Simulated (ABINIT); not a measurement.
Planning a run of ABINIT 10.8.3 on Selenium (P3_121, 3 atoms a cell). The input:

```
acell 3*1.0 Angstrom
rprim 
  4.366199999998 0.000000000000 0.000000000000
  -2.183099999999 3.781240118002 0.000000000000
  0.000000000000 0.000000000000 4.953600000000
ntypat 1
znucl 34
natom 3
typat 1 1 1
xred 
  0.225400000000 -0.000000000000 0.333333333333
  -0.000000000000 0.225400000000 0.666666666667
  0.774600000000 0.774600000000 0.000000000000
pp_dirpath "pseudos"
pseudos "Se.upf"
ecut 49
ngkpt 6 6 4
nshiftk 1
shiftk 0 0 0
kptopt 1
chksymbreak 0
nband 29
occopt 1
tolvrs 1e-10
nstep 60
prtwf 0
optforces 0
optstress 0
indata_prefix "in"
outdata_prefix "out"
tmpdata_prefix "tmp"
```

```sh
OMP_NUM_THREADS=1 mpirun -n 8 abinit run.abi > log
```

**Question.** Estimate wall time and host memory on 8 MPI ranks of Intel Xeon Platinum 8488C (Sapphire Rapids), shared host.

It took 31 s; on shared hardware allow 16 s to 62 s. Peak host memory was 0.92 GiB.

[Paths, hosts, dates, memory and timing lines, banners, echoed tables and standing remarks are left out of the program output.]

[Logs are printed without paths, hosts, clocks, repeated set-up lines and the standing remarks that a program may print on its own settings, such as how far it seeks lower states.]

[Runs of the session that timed out or met a known fault of the program may be left out.]

[No measured gap is set beside runs whose start may be inverted or whose files or cutoffs have a known fault.]

[Hosts, paths, dates, database ids (printed as entryN), source tags and the programs' standing remarks are cut or masked in the printed files.]

[G0W0 gaps are taken among the corrected bands and points alone; a level outside them can change the order at an edge.]

[Where Ansatz stands beside ABINIT at settings called matched, ABINIT's density can come from a denser mesh and the files from another edition; pairs whose starting gaps differed by over 0.03 eV were left out, so agreement reads better than it is.]
